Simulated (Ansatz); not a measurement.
# N on Mo(110): change of the work function, part 3 of 3

Aim: the work function of Mo(110) at several coverages of N (hollow site), and the dipole that each adsorbate carries.

Ansatz 0.2.0; plane-wave DFT, PBE, Ansatz PAW.

So far, work function, upper face (eV): step 2 (the clean slab) 4.60; step 3 (17 atoms, coverage 0.25 ML, cell 2x2) 4.92.

## 4. The covered slab, k-mesh 12×12×1, coverage 1 ML

System of this step: Mo4N (N/Mo(110)). The cell holds 5 atoms: 4 Mo and 1 N. Cell: a = 2.728 Å, b = 2.728 Å, c = 26.377 Å, α = 90.0°, β = 90.0°, γ = 70.5°. Vacuum lies along c.

Another coverage, to see how the dipoles act on each other as their distance changes.

input.yaml reads:

```yaml
crystal:
  lattice:
    - [2.2273863607, -1.575, 0.0]
    - [2.2273863607, 1.575, 0.0]
    - [0.0, 0.0, 26.3772172223]
  atoms:
    - { symbol: Mo, position: [0.0, 0.0, 0.3412035441] }
    - { symbol: Mo, position: [0.5, 0.5, 0.425647113] }
    - { symbol: Mo, position: [0.0, 0.0, 0.5109335837] }
    - { symbol: Mo, position: [0.5, 0.5, 0.5922974257] }
    - { symbol: "N", position: [0.84, 0.84, 0.6587964559] }
kpoints:
  mp_grid: { grid: [12, 12, 1] }
hamiltonian:
  xc: pbe
scf:
  occupations: { method: fermi_dirac, width: 0.1 }
  convergence: { dr2_threshold: 1.0e-08 }
efield:
  axis: 3
  dipole_correction: true
  ramp_position: 0.97
  ramp_width: 0.06
relax:
  f_tol: 0.02
  max_steps: 60
  constraints: [{ sites: [0, 1] }]
output:
  write_potential: true
  write_density: true
  volumetric_format: npy
```

Command:

```sh
$ ansatz run input.yaml --threads 4 --pin off --max-ram 6144MiB --backend cpu --events-out ev --progress --plain --runs-dir out
```

Numbers of over 12 decimals in the logs are rounded to 6 here.

Log:

```text
[...]
Crystal: 5 atoms, lattice volume = 185.070 Å³
Basis set: ecut = 420 eV, 3691 PW (Γ), exchange–correlation on 40×40×360 points (8 copies of the dense FFT grid, shifted against one another)
Bands: 37, of which v1, the nominal top of the filled ones, is band 31 counted from 1 (30 counted from 0)
Symmetry: 2 space group operations
[...]
k-points: 43 of 144 (time reversal used)
[...]
SCF iter   1: F=—  HF=-20203.821252 eV  |F-HF|=—  |Δ(HF+E_count)|=         —  Δρ=6.78e-3  dr2=1.19e0  ethr=1.77e-3  p=-0.104 e·Å  D=-1.02e-1 V/Å  ΔV_dip=2.69 eV  dr2_dipole=6.75e-1  V_vac-E_F(+/−)=7.64/4.94 eV  ⟨swp⟩=8.3  Hψ=8239  notcnv=0
[...]
SCF iter   9: F=-20203.808167 eV  HF=-20203.808167 eV  |F-HF|=1.35e-8  |Δ(HF+E_count)|=   5.86e-8  Δρ=7.49e-7  dr2=2.84e-9  ethr=1.64e-11  p=-0.127 e·Å  D=-1.24e-1 V/Å  ΔV_dip=3.27 eV  dr2_dipole=2.75e-10  V_vac-E_F(+/−)=7.92/4.65 eV  ⟨swp⟩=10.0  Hψ=11190  notcnv=0
SCF 1 converged in 9 iterations: F = -20203.808167 eV  dr2 = 2.84e-9
[...]
relax step   1: F+E_penalty+E_count = -20203.80816730 eV  Δ(F+E_penalty+E_count) = +0.000e0 eV  max|allowed force component| = 4.701e0 eV/Å  Δτ_max = 0.0000 Å  (9 SCF iters, accepted)
[...]
SCF iter   1: F=—  HF=-20205.968177 eV  |F-HF|=—  |Δ(HF+E_count)|=         —  Δρ=3.90e-2  dr2=1.33e1  ethr=3.10e-3  p=-0.127 e·Å  D=-1.24e-1 V/Å  ΔV_dip=3.27 eV  dr2_dipole=4.62e0  V_vac-E_F(+/−)=8.11/4.83 eV  ⟨swp⟩=6.5  Hψ=5287  notcnv=0
[...]
SCF iter  10: F=-20205.468609 eV  HF=-20205.468609 eV  |F-HF|=1.09e-8  |Δ(HF+E_count)|=   7.19e-8  Δρ=7.48e-7  dr2=1.15e-9  ethr=1.64e-11  p=-0.112 e·Å  D=-1.10e-1 V/Å  ΔV_dip=2.90 eV  dr2_dipole=4.15e-11  V_vac-E_F(+/−)=7.51/4.61 eV  ⟨swp⟩=10.1  Hψ=11694  notcnv=0
SCF 2 converged in 10 iterations: F = -20205.468609 eV  dr2 = 1.15e-9
relax step   2: F+E_penalty+E_count = -20205.46860881 eV  Δ(F+E_penalty+E_count) = -1.660e0 eV  max|allowed force component| = 4.069e0 eV/Å  Δτ_max = 0.1947 Å  (10 SCF iters, accepted)
SCF iter   1: F=—  HF=-20206.280404 eV  |F-HF|=—  |Δ(HF+E_count)|=         —  Δρ=2.10e-2  dr2=2.12e0  ethr=3.10e-3  p=-0.112 e·Å  D=-1.10e-1 V/Å  ΔV_dip=2.90 eV  dr2_dipole=6.82e-1  V_vac-E_F(+/−)=7.39/4.49 eV  ⟨swp⟩=6.3  Hψ=5583  notcnv=0
[...]
SCF iter   9: F=-20206.084387 eV  HF=-20206.084387 eV  |F-HF|=3.27e-8  |Δ(HF+E_count)|=   4.41e-7  Δρ=1.47e-6  dr2=7.41e-9  ethr=1.64e-11  p=-0.061 e·Å  D=-5.97e-2 V/Å  ΔV_dip=1.58 eV  dr2_dipole=6.66e-10  V_vac-E_F(+/−)=6.15/4.57 eV  ⟨swp⟩=11.0  Hψ=12581  notcnv=0
SCF 3 converged in 9 iterations: F = -20206.084387 eV  dr2 = 7.41e-9
[...]
relax step   3: F+E_penalty+E_count = -20206.08438729 eV  Δ(F+E_penalty+E_count) = -6.158e-1 eV  max|allowed force component| = 1.733e0 eV/Å  Δτ_max = 0.1953 Å  (9 SCF iters, accepted)
[...]
relax step   4: F+E_penalty+E_count = -20206.23783075 eV  Δ(F+E_penalty+E_count) = -1.534e-1 eV  max|allowed force component| = 8.268e-1 eV/Å  Δτ_max = 0.1946 Å  (9 SCF iters, accepted)
[...]
relax step   5: F+E_penalty+E_count = -20206.28724699 eV  Δ(F+E_penalty+E_count) = -4.942e-2 eV  max|allowed force component| = 2.451e-1 eV/Å  Δτ_max = 0.1948 Å  (9 SCF iters, accepted)
SCF iter   1: F=—  HF=-20206.302449 eV  |F-HF|=—  |Δ(HF+E_count)|=         —  Δρ=4.77e-3  dr2=3.68e-2  ethr=5.17e-4  p=-0.071 e·Å  D=-6.90e-2 V/Å  ΔV_dip=1.82 eV  dr2_dipole=1.20e-3  V_vac-E_F(+/−)=6.40/4.58 eV  ⟨swp⟩=4.0  Hψ=3698  notcnv=0
[...]
SCF iter   8: F=-20206.297213 eV  HF=-20206.297213 eV  |F-HF|=2.15e-8  |Δ(HF+E_count)|=   1.22e-7  Δρ=9.23e-7  dr2=1.73e-9  ethr=1.64e-11  p=-0.070 e·Å  D=-6.89e-2 V/Å  ΔV_dip=1.82 eV  dr2_dipole=7.37e-11  V_vac-E_F(+/−)=6.40/4.58 eV  ⟨swp⟩=10.7  Hψ=12133  notcnv=0
SCF 6 converged in 8 iterations: F = -20206.297213 eV  dr2 = 1.73e-9
relax step   6: F+E_penalty+E_count = -20206.29721309 eV  Δ(F+E_penalty+E_count) = -9.966e-3 eV  max|allowed force component| = 1.334e-2 eV/Å  Δτ_max = 0.0666 Å  (8 SCF iters, accepted)
[...]
WARN: The input density's exchange-correlation potential varies sharply where the density is thin. Do not read a vacuum level from v_tot or v_xc, or from such a field of the output density. On a cell that repeats whose density bears no net charge and no dipole along the vacuum's axis use v_es (v_loc + v_h of the components); under efield.dipole_correction with no amplitude use v_es + v_field, which holds any external [...]
SCF converged after 8 iterations
Free energy (F): -20206.297213 eV
[...]
Internal energy: -20206.182346 eV  (E = F + TS)
E sigma→0 (E₀):  -20206.239779 eV
Entropy (-TS):   -0.114867 eV (-22.973 meV/atom)
Fermi energy:    3.995125 eV
Dipole field:    D = -0.068938 V/Å  (p = -0.070507 e·Å, saw-weighted, corrected)
Work function:   Φ+ = 6.3994 eV   Φ− = 4.5811 eV
[...]
--- Forces (eV/Å), atoms counted from 1 ---
  atom   1  Mo     0.01443108     0.00000000     0.68527635
  atom   2  Mo    -0.02440249     0.00000000    -0.67380144
  atom   3  Mo     0.00361563     0.00000000    -0.00943048
  atom   4  Mo     0.01334355     0.00000000     0.00597163
  atom   5  N     -0.00699901     0.00000000    -0.00800832
  max |Σ_I F_I| component: 1.12e-5 eV/Å
--- Band table (eV; the first three rows and the last of 43) ---
  k-point 0: bands = [... 27 lower, 2.6722, 2.7188, 3.1614, 3.6189, 4.8042, 4.8581, 5.3485, 5.4841, ... 2 higher]
  k-point 1: bands = [... 27 lower, 2.5657, 2.8462, 2.9615, 3.7932, 4.3025, 4.7992, 5.2484, 5.3900, ... 2 higher]
  k-point 2: bands = [... 27 lower, 2.3538, 2.4977, 3.2500, 3.6374, 4.2613, 4.7410, 5.1821, 5.2284, ... 2 higher]
  k-point 42: bands = [... 27 lower, 3.5414, 4.2720, 4.9092, 5.3399, 5.6042, 6.0406, 6.4760, 7.7591, ... 2 higher]
--- Relaxed structure (6 steps of the walk, 6 accepted, 0 SCFs on fresh bases) ---
  F+E_penalty+E_count = -20206.29721309 eV   max|allowed force component| = 1.334e-2 eV/Å
  atoms:
    - { symbol: Mo, position: [0.0, 0.0, 0.3412035441] }
    - { symbol: Mo, position: [0.5, 0.5, 0.425647] }
    - { symbol: Mo, position: [0.00194497, 0.00194497, 0.510568] }
    - { symbol: Mo, position: [0.523364, 0.523364, 0.599314] }
    - { symbol: N, position: [0.908551, 0.908551, 0.637997] }
```

Run time: 35 s. Hardware: 4 threads of Intel Xeon Platinum 8259CL at 2.50GHz (Skylake/Cascade Lake), shared host; peak memory 0.66 GiB.

The steps of the relaxation:

```
step  energy less that of the first step (eV)  largest force component (eV/Å)
   1                                   0.0000                          4.7013
   2                                  -1.6604                          4.0690
   3                                  -2.2762                          1.7327
   4                                  -2.4297                          0.8268
   5                                  -2.4791                          0.2450
   6                                  -2.4890                          0.0133
```

The run keeps the 2 symmetry operations that it works with, so distortions that break them were not tested.

The atoms that moved most (Å):

```
atom     dx     dy      dz  length
  N5  0.305  0.000  -0.549   0.628
 Mo4  0.104  0.000   0.185   0.212
 Mo3  0.009  0.000  -0.010   0.013
```

Final coordinates:

```
Mo N
1.0
     2.22739   -1.57500    0.00000
     2.22739    1.57500    0.00000
     0.00000    0.00000   26.37722
Mo N
4 1
Direct
  0.00000 0.00000 0.34120
  0.50000 0.50000 0.42565
  0.00194 0.00194 0.51057
  0.52336 0.52336 0.59931
  0.90855 0.90855 0.63800
```

This step gave:

```
energy at zero smearing        : -20206.2398 eV
work function, upper face      : 6.399 eV
work function, lower face      : 4.581 eV
dipole along the normal        : -0.07051 e·Å
step between the vacuum levels : 1.818 eV
```

Running mean over 2.227 Å of the planar mean; the ramp of the sawtooth is left out. Table of electron's electrostatic potential energy less the Fermi level by z:

```
z (Å)  electron's electrostatic potential energy less the Fermi level (eV)
  3.5                                                                 4.58
  4.0                                                                 4.58
  4.5                                                                 4.58
  5.0                                                                 4.57
  5.5                                                                 4.54
  6.0                                                                 4.45
  6.5                                                                 4.13
  7.0                                                                 3.12
  7.5                                                               -0.170
  8.0                                                                -5.99
  8.5                                                                -10.8
  9.0                                                                -12.4
  9.5                                                                -12.6
 10.0                                                                -12.6
 10.5                                                                -12.7
 11.0                                                                -12.8
 11.5                                                                -12.7
 12.0                                                                -12.6
 12.5                                                                -12.5
 13.0                                                                -12.6
 13.5                                                                -12.5
 14.0                                                                -12.1
 14.5                                                                -11.5
 15.0                                                                -12.0
 15.5                                                                -13.8
 16.0                                                                -15.6
 16.5                                                                -13.3
 17.0                                                                -7.18
 17.5                                                                -1.13
 18.0                                                                 3.34
 18.5                                                                 5.79
 19.0                                                                 6.30
 19.5                                                                 6.38
 20.0                                                                 6.40
 20.5                                                                 6.40
 21.0                                                                 6.40
 21.5                                                                 6.40
 22.0                                                                 6.40
 22.5                                                                 6.40
 23.0                                                                 6.40
```

The relaxation took 6 steps and lowered the energy by 2.5 eV; the largest force on the free atoms ends at 0.013 eV/Å.

The covered face has 6.40 eV, +1.80 eV against the clean one; the bare back face has moved by -0.11 eV, a measure of how thin the slab is.

## 5. Work function against coverage

This step: plane-wave DFT, PBE, Ansatz PAW; work function against coverage (Ansatz 0.2.0).

The runs are now put side by side.

This step gave:

* work function of the clean face: 4.598 eV
* largest change of the work function: 1.801 eV

The work function of the covered face by coverage:

```
coverage (adsorbates/nm²)  work function of the covered face (eV)
                     0.00                                    4.60
                     3.56                                    4.92
                    14.25                                    6.40
```

The dipole per adsorbate comes from the change of the cell's dipole. Coverage, by row:

```
coverage (1/nm²)  coverage (ML)  work function (eV)  change (eV)  dipole per adsorbate, positive end outwards (debye)  mean height of the added atoms over the highest substrate atom (Å)
           3.563           0.25               4.924       0.3254                                               -0.299                                                               1.071
           14.25              1               6.399        1.801                                               -0.357                                                                1.02
```

## 6. Outcome

| Property | Result |
| --- | --- |
| work function of the clean face | 4.60 eV |
| work function at 0.25 ML | 4.92 eV |
| work function at 1 ML | 6.40 eV |
| dipole per adsorbate at 0.25 ML, positive end outwards | -0.30 D |

**Reading.** N raises the work function of Mo(110) at the lowest coverage, by 0.33 eV: the adsorbate layer has its negative end outwards. The slab has 4 layers, at the tabulated experimental lattice constant, one starting site was run, and quantum-size effects of a slab this thin can reach one or two tenths of an eV.

[Logs are printed without paths, hosts, clocks, repeated set-up lines and the standing remarks that a program may print on its own settings, such as how far it seeks lower states.]

[Hosts, paths, dates, database ids (printed as entryN), source tags and the programs' standing remarks are cut or masked in the printed files.]

[Maps of the electrostatic potential energy from Ansatz leave out the sawtooth potential of an applied field or a dipole correction, so their vacuum need not be flat; planar profiles and work functions include it.]
